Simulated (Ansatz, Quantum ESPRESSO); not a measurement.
## Fe (Im-3m): electron–phonon coupling with Quantum ESPRESSO

What λ does ph.x give for Fe (Im-3m), and how does it hang on the broadening?

Method: DFT PBE, scalar-relativistic, plane waves, PAW, in the first sound run; inputs show where later runs differ, in Ansatz 0.2.0 and Quantum ESPRESSO 7.5.

### Step 1. Starting point

Symmetry: Im-3m, No. 229, cubic system. The conventional cell has a = 2.886 Å, b = 2.886 Å, c = 2.886 Å, α = 90.00°, β = 90.00°, γ = 90.00°. Nearest to Fe lie 8 Fe at 2.50 Å.

### Step 2. Relaxation

The structure is brought to rest under this functional.

File input.yaml:

```yaml
crystal:
  lattice:
    - [-1.443, 1.443, 1.443]
    - [1.443, -1.443, 1.443]
    - [1.443, 1.443, -1.443]
  atoms:
    - { symbol: Fe, position: [0.0, 0.0, 0.0], spin: 2.66 }
kpoints:
  mp_grid: { grid: [14, 14, 14] }
hamiltonian:
  xc: pbe
scf:
  occupations: { method: gaussian, width: 0.1 }
output:
  forces: true
  stress: true
  eigenvalues: true
  populations: true
magnetization:
  spin_polarized: true
relax:
  adjacent_minimum: "off"
  f_tol: 0.005
  max_steps: 80
  cell: { stress_tol: 0.05 }
```

Run with:

```bash
$ ansatz run input.yaml --threads 4 --pin off --max-ram 8192MiB --backend cpu --events-out ev --progress --plain --runs-dir out
```

Numbers of over 12 decimals in the logs are rounded to 6 here.

What it wrote:

```text
[the first part of the log is left out]
  E_vxc        = -151.887745  (∫ρ·V_xc dr)
  E_paw        = -1366.238076  (= ΣΔE_a)
  E_vpaw       = -298.742258  (= ΣTr[D̂ρ^β])
  E_aug_tail   = 0.000992  (compensation charges beyond the density's cutoff)
  E_ewald      = -2368.947794
  E_smearing   = -0.003834  (= −TS)
  E_closure    = 0.000000  (closes the sum)
  Σ components = -4480.489189   (vs F -4480.489189, Δ=0.00e0)
--- Forces (eV/Å), atoms counted from 1 ---
  atom   1  Fe    -0.00000000     0.00000000    -0.00000000
  max |Σ_I F_I| component: 2.05e-32 eV/Å
--- Stress (GPa, compression-positive) ---
        0.045426      -0.000000      -0.000000
       -0.000000       0.045426      -0.000000
        0.000000       0.000000       0.045426
  P = ⅓ Tr σ = 0.0454 GPa (0.454 kbar)
--- Band table (eV; the first three rows and the last of 208) ---
  k-point 0 ↑: bands = ["-69.5164", "-35.3093", "-35.3093", "-35.3093", "10.0125", "16.2608", "16.2608", "16.2608", "17.4795", "17.4795", "42.9159", "42.9159", "42.9159", "48.3938"]
  k-point 1 ↑: bands = ["-69.5124", "-35.3303", "-35.3162", "-35.3093", "10.2248", "16.2024", "16.2552", "16.3751", "17.4223", "17.4843", "41.7285", "42.6519", "42.8224", "47.6258"]
  k-point 2 ↑: bands = ["-69.5014", "-35.3888", "-35.3357", "-35.3093", "10.8388", "16.0415", "16.2109", "16.7041", "17.3156", "17.5000", "39.0796", "41.6661", "42.6033", "45.9166"]
  k-point 103 ↓: bands = ["-66.7415", "-33.0530", "-33.0530", "-33.0530", "15.4979", "15.4979", "20.8867", "20.8867", "20.8867", "28.6581", "28.6581", "28.6581", "35.2623", "35.2623"]
--- Relaxed structure (4 steps of the walk, 4 accepted, 1 SCFs on fresh bases) ---
  F+E_penalty+E_count = -4480.48918880 eV   max|allowed force component| = 0.000e0 eV/Å   (the final SCF, on the basis selected at the relaxed cell)
  cell:  # Å, volume = 11.3506 Å³
    - [-1.415749, 1.415749, 1.415749]
    - [1.415749, -1.415749, 1.415749]
    - [1.415749, 1.415749, -1.415749]
  atoms:
    - { symbol: Fe, position: [0.0, 0.0, 0.0] }
--- Löwdin populations: 1 site ---
  site symbol       q [e]    m [muB]
     0     Fe     15.7816     2.2452
  spilling = 0.013652 (of n_electrons = 16.000000)
```

The job ended after 5.6 s (4 threads of Arm Neoverse V1, shared host; peak memory 0.31 GiB).

Relaxation path:

```csv
step,energy less that of the first step (eV),largest force component (eV/Å),pressure (GPa),volume (Å³)
1,0.0000,0.0000,-9.90,12.02
2,-0.0195,0.0000,-3.98,11.58
3,-0.0225,0.0000,0.76,11.31
4,-0.0226,0.0000,0.02,11.35
5,-0.0222,0.0000,0.05,11.35
```

The log counts 1 steps on a newly chosen plane-wave basis, not all of them marked here; energy and pressure can jump at such steps.

```csv
"conventional cell, symmetrised",before,after,change
a (Å),2.886,2.831,-1.9 %
b (Å),2.886,2.831,-1.9 %
c (Å),2.886,2.831,-1.9 %
volume (Å³/atom),12.02,11.35,-5.6 %
```

The relaxed structure:

```xyz
1
Lattice="-1.4157 1.4157 1.4157 1.4157 -1.4157 1.4157 1.4157 1.4157 -1.4157" Properties=species:S:1:pos:R:3 pbc="T T T"
Fe    0.0000    0.0000    0.0000
```

This step gave:

```yaml
magnetization: 2.181 μB
absolute_magnetization: 2.288 μB
site_moments: 2.222 μB
pressure: 0.04543 GPa
volume_per_atom: 11.35 Å³
metallic_on_mesh: yes
gap_on_the_k_mesh: 0 eV
```

The largest force is now zero by symmetry and the largest stress component 0.045 GPa.

### Step 3. Ground state with pw.x

ph.x needs a tightly converged ground state on the same k mesh; the cell is that of the step before.

This step: DFT PBE, scalar-relativistic, plane waves, GBRV ultrasoft pseudopotentials (Quantum ESPRESSO 7.5).

File pw.in:

```
 &control
    calculation='scf',
    prefix='x',
    outdir='./tmp',
    pseudo_dir='./pseudo',
    tprnfor=.true.,
    tstress=.true.,
 /
 &system
    ibrav=0,
    nat=1,
    ntyp=1,
    ecutwfc=52.0,
    ecutrho=416.0,
    occupations='smearing',
    smearing='fd',
    degauss=0.00734986,
    nbnd=15,
    nspin=2,
    starting_magnetization(1)=0.152,
 /
 &electrons
    conv_thr=1.0d-11,
    mixing_beta=0.5,
 /
ATOMIC_SPECIES
 Fe     55.8450  Fe.upf
CELL_PARAMETERS angstrom
    -1.415748791    1.415748791    1.415748791
     1.415748791   -1.415748791    1.415748791
     1.415748791    1.415748791   -1.415748791
ATOMIC_POSITIONS crystal
 Fe     0.000000000   0.000000000   0.000000000
K_POINTS automatic
 15 15 15 0 0 0
```

Run with:

```bash
$ OMP_NUM_THREADS=1 mpirun -n 4 pw.x -nk 4 -in pw.in > pw.x.log
```

What it wrote:

```text
Program PWSCF v.7.5

     This program is part of the open-source Quantum ESPRESSO suite
     for quantum simulation of materials; please cite
         "P. Giannozzi et al., J. Phys.:Condens. Matter 21 395502 (2009);
         "P. Giannozzi et al., J. Phys.:Condens. Matter 29 465901 (2017);
         "P. Giannozzi et al., J. Chem. Phys. 152 154105 (2020);
     in publications or presentations arising from this work. More details at

     Message from routine setup:
     using ibrav=0 with symmetry is DISCOURAGED, use correct ibrav instead

     G-vector sticks info
     --------------------
     sticks:   dense  smooth     PW     G-vecs:    dense   smooth      PW
     Sum         661     337    117                10889     3925     791

     Using Slab Decomposition

     bravais-lattice index     =            0
     lattice parameter (alat)  =       4.6339  a.u.
     unit-cell volume          =      76.5976 (a.u.)^3
     number of atoms/cell      =            1
     number of atomic types    =            1
     number of electrons       =        16.00
     number of Kohn-Sham states=           15
     kinetic-energy cutoff     =      52.0000  Ry
     charge density cutoff     =     416.0000  Ry
     scf convergence threshold =      1.0E-11
     mixing beta               =       0.5000
     number of iterations used =            8  plain     mixing
     Exchange-correlation=  SLA  PW   PBX  PBC
                           (   1   4   3   4   0   0   0)

     celldm(1)=   4.633890  celldm(2)=   0.000000  celldm(3)=   0.000000
     celldm(4)=   0.000000  celldm(5)=   0.000000  celldm(6)=   0.000000

     crystal axes: (cart. coord. in units of alat)
               a(1) = (  -0.577350   0.577350   0.577350 )
               a(2) = (   0.577350  -0.577350   0.577350 )
               a(3) = (   0.577350   0.577350  -0.577350 )

     reciprocal axes: (cart. coord. in units 2 pi/alat)
               b(1) = ( -0.000000  0.866025  0.866025 )
               b(2) = (  0.866025 -0.000000  0.866025 )
               b(3) = (  0.866025  0.866025  0.000000 )

     PseudoPot. # 1 for Fe read from file:
     ./pseudo/Fe.upf
     Pseudo is Ultrasoft + core correction, Zval = 16.0
     Using radial grid of  861 points,  6 beta functions with:
                l(1) =   0
                l(2) =   0
                l(3) =   1
                l(4) =   1
                l(5) =   2
                l(6) =   2
     Q(r) pseudized with  8 coefficients,  rinner =    1.000   1.000   1.000
                                                       1.000   1.000

     atomic species   valence    mass     pseudopotential
     Fe               16.00    55.84500     Fe( 1.00)

     Starting magnetic structure
     atomic species   magnetization
     Fe              0.152

     48 Sym. Ops., with inversion, found

   Cartesian axes

     site n.     atom                  positions (alat units)
         1        Fe     tau(   1) = (   0.0000000   0.0000000   0.0000000  )

     number of k points=   120  Fermi-Dirac smearing, width (Ry)=  0.0073

     Number of k-points >= 100: set verbosity='high' to print them.

     Dense  grid:    10889 G-vectors     FFT dimensions: (  32,  32,  32)

     Smooth grid:     3925 G-vectors     FFT dimensions: (  24,  24,  24)

     Check: negative core charge=   -0.000045
     Generating pointlists ...
     new r_m :   0.4125 (alat units)  1.9115 (a.u.) for type    1

     Initial potential from superposition of free atoms

     starting charge      15.0000, renormalised to      16.0000
     Starting wfcs are   13 randomized atomic wfcs +    2 random wfcs

     per-process dynamical memory:    20.4 Mb

     Self-consistent Calculation

     iteration #  1     ecut=    52.00 Ry     beta= 0.50
     Davidson diagonalization with overlap
     ethr =  1.00E-02,  avg # of iterations =  4.3

     total energy              =    -249.38811113 Ry
     estimated scf accuracy    <       2.32319994 Ry

     total magnetization       =     1.81 Bohr mag/cell
     absolute magnetization    =     1.81 Bohr mag/cell

     iteration #  2     ecut=    52.00 Ry     beta= 0.50
     Davidson diagonalization with overlap
     ethr =  1.00E-02,  avg # of iterations =  2.0

     total energy              =    -249.99771650 Ry
     estimated scf accuracy    <       1.95706171 Ry

     total magnetization       =     2.34 Bohr mag/cell
     absolute magnetization    =     2.36 Bohr mag/cell

     iteration #  3     ecut=    52.00 Ry     beta= 0.50
     Davidson diagonalization with overlap
     ethr =  1.00E-02,  avg # of iterations =  1.4

     total energy              =    -250.34499323 Ry
     estimated scf accuracy    <       0.00807012 Ry

     total magnetization       =     2.15 Bohr mag/cell
     absolute magnetization    =     2.21 Bohr mag/cell

     iteration #  4     ecut=    52.00 Ry     beta= 0.50
     Davidson diagonalization with overlap
     ethr =  5.04E-05,  avg # of iterations =  2.3

     total energy              =    -250.34789745 Ry
     estimated scf accuracy    <       0.00122096 Ry

     total magnetization       =     2.19 Bohr mag/cell
     absolute magnetization    =     2.27 Bohr mag/cell

     iteration #  5     ecut=    52.00 Ry     beta= 0.50
     Davidson diagonalization with overlap
     ethr =  7.63E-06,  avg # of iterations =  2.1

     total energy              =    -250.34826738 Ry
     estimated scf accuracy    <       0.00086967 Ry

     total magnetization       =     2.19 Bohr mag/cell
     absolute magnetization    =     2.30 Bohr mag/cell

     iteration #  6     ecut=    52.00 Ry     beta= 0.50
     Davidson diagonalization with overlap
     ethr =  5.44E-06,  avg # of iterations =  1.4

     total energy              =    -250.34846757 Ry
     estimated scf accuracy    <       0.00001920 Ry

     total magnetization       =     2.21 Bohr mag/cell
     absolute magnetization    =     2.33 Bohr mag/cell

     iteration #  7     ecut=    52.00 Ry     beta= 0.50
     Davidson diagonalization with overlap
     ethr =  1.20E-07,  avg # of iterations =  1.8

     total energy              =    -250.34847317 Ry
     estimated scf accuracy    <       0.00001163 Ry

     total magnetization       =     2.21 Bohr mag/cell
     absolute magnetization    =     2.34 Bohr mag/cell

     iteration #  8     ecut=    52.00 Ry     beta= 0.50
     Davidson diagonalization with overlap
     ethr =  7.27E-08,  avg # of iterations =  1.5

     total energy              =    -250.34847761 Ry
     estimated scf accuracy    <       0.00000049 Ry

     total magnetization       =     2.22 Bohr mag/cell
     absolute magnetization    =     2.34 Bohr mag/cell

     iteration #  9     ecut=    52.00 Ry     beta= 0.50
     Davidson diagonalization with overlap
     ethr =  3.07E-09,  avg # of iterations =  1.5

     total energy              =    -250.34847791 Ry
     estimated scf accuracy    <       0.00000010 Ry

     total magnetization       =     2.22 Bohr mag/cell
     absolute magnetization    =     2.35 Bohr mag/cell

     iteration # 10     ecut=    52.00 Ry     beta= 0.50
     Davidson diagonalization with overlap
     ethr =  6.12E-10,  avg # of iterations =  1.5

     total energy              =    -250.34847797 Ry
     estimated scf accuracy    <          9.0E-10 Ry

     total magnetization       =     2.22 Bohr mag/cell
     absolute magnetization    =     2.35 Bohr mag/cell

     iteration # 11     ecut=    52.00 Ry     beta= 0.50
     Davidson diagonalization with overlap
     ethr =  5.61E-12,  avg # of iterations =  1.7

     total energy              =    -250.34847797 Ry
     estimated scf accuracy    <          1.4E-11 Ry

     total magnetization       =     2.22 Bohr mag/cell
     absolute magnetization    =     2.35 Bohr mag/cell

     iteration # 12     ecut=    52.00 Ry     beta= 0.50
     Davidson diagonalization with overlap
     ethr =  1.00E-13,  avg # of iterations =  1.9

     Magnetic moment per site  (integrated on atomic sphere of radius R)
     atom   1 (R=0.412)  charge= 14.3886  magn=  2.2721

     End of self-consistent calculation

     Number of k-points >= 100: set verbosity='high' to print the bands.

     the Fermi energy is    18.2366 ev

!    total energy              =    -250.34847797 Ry
     estimated scf accuracy    <          1.6E-12 Ry
     smearing contrib. (-TS)   =      -0.00218722 Ry
     internal energy E=F+TS    =    -250.34629075 Ry

     The total energy is F=E-TS. E is the sum of the following terms:
     one-electron contribution =    -113.29061920 Ry
     hartree contribution      =      66.28625423 Ry
     xc contribution           =     -29.22747439 Ry
     ewald contribution        =    -174.11445139 Ry

     total magnetization       =     2.22 Bohr mag/cell
     absolute magnetization    =     2.35 Bohr mag/cell

     convergence has been achieved in  12 iterations

     Forces acting on atoms (cartesian axes, Ry/au):

     atom    1 type  1   force =     0.00000000    0.00000000    0.00000000

     Total force =     0.000000     Total SCF correction =     0.000000

     Computing stress (Cartesian axis) and pressure

          total   stress  (Ry/bohr**3)                   (kbar)     P=        9.02
   0.00006129   0.00000000   0.00000000            9.02        0.00        0.00
   0.00000000   0.00006129  -0.00000000            0.00        9.02       -0.00
   0.00000000  -0.00000000   0.00006129            0.00       -0.00        9.02

     Writing all to output data dir ./tmp/x.save/ :
     XML data file, charge density, pseudopotentials, collected wavefunctions

   JOB DONE.
```

It took 10 s on 4 MPI ranks; 42 s of CPU time.

This step gave:

```
pressure      : 0.9020 GPa
magnetization : 2.22 μB
```

With these potentials, mesh and smearing the cell is at 0.90 GPa.

(Continued in part 2 of 2.)

[Logs are printed without paths, hosts, clocks, repeated set-up lines and the standing remarks that a program may print on its own settings, such as how far it seeks lower states.]

[Hosts, paths, dates, database ids (printed as entryN), source tags and the programs' standing remarks are cut or masked in the printed files.]
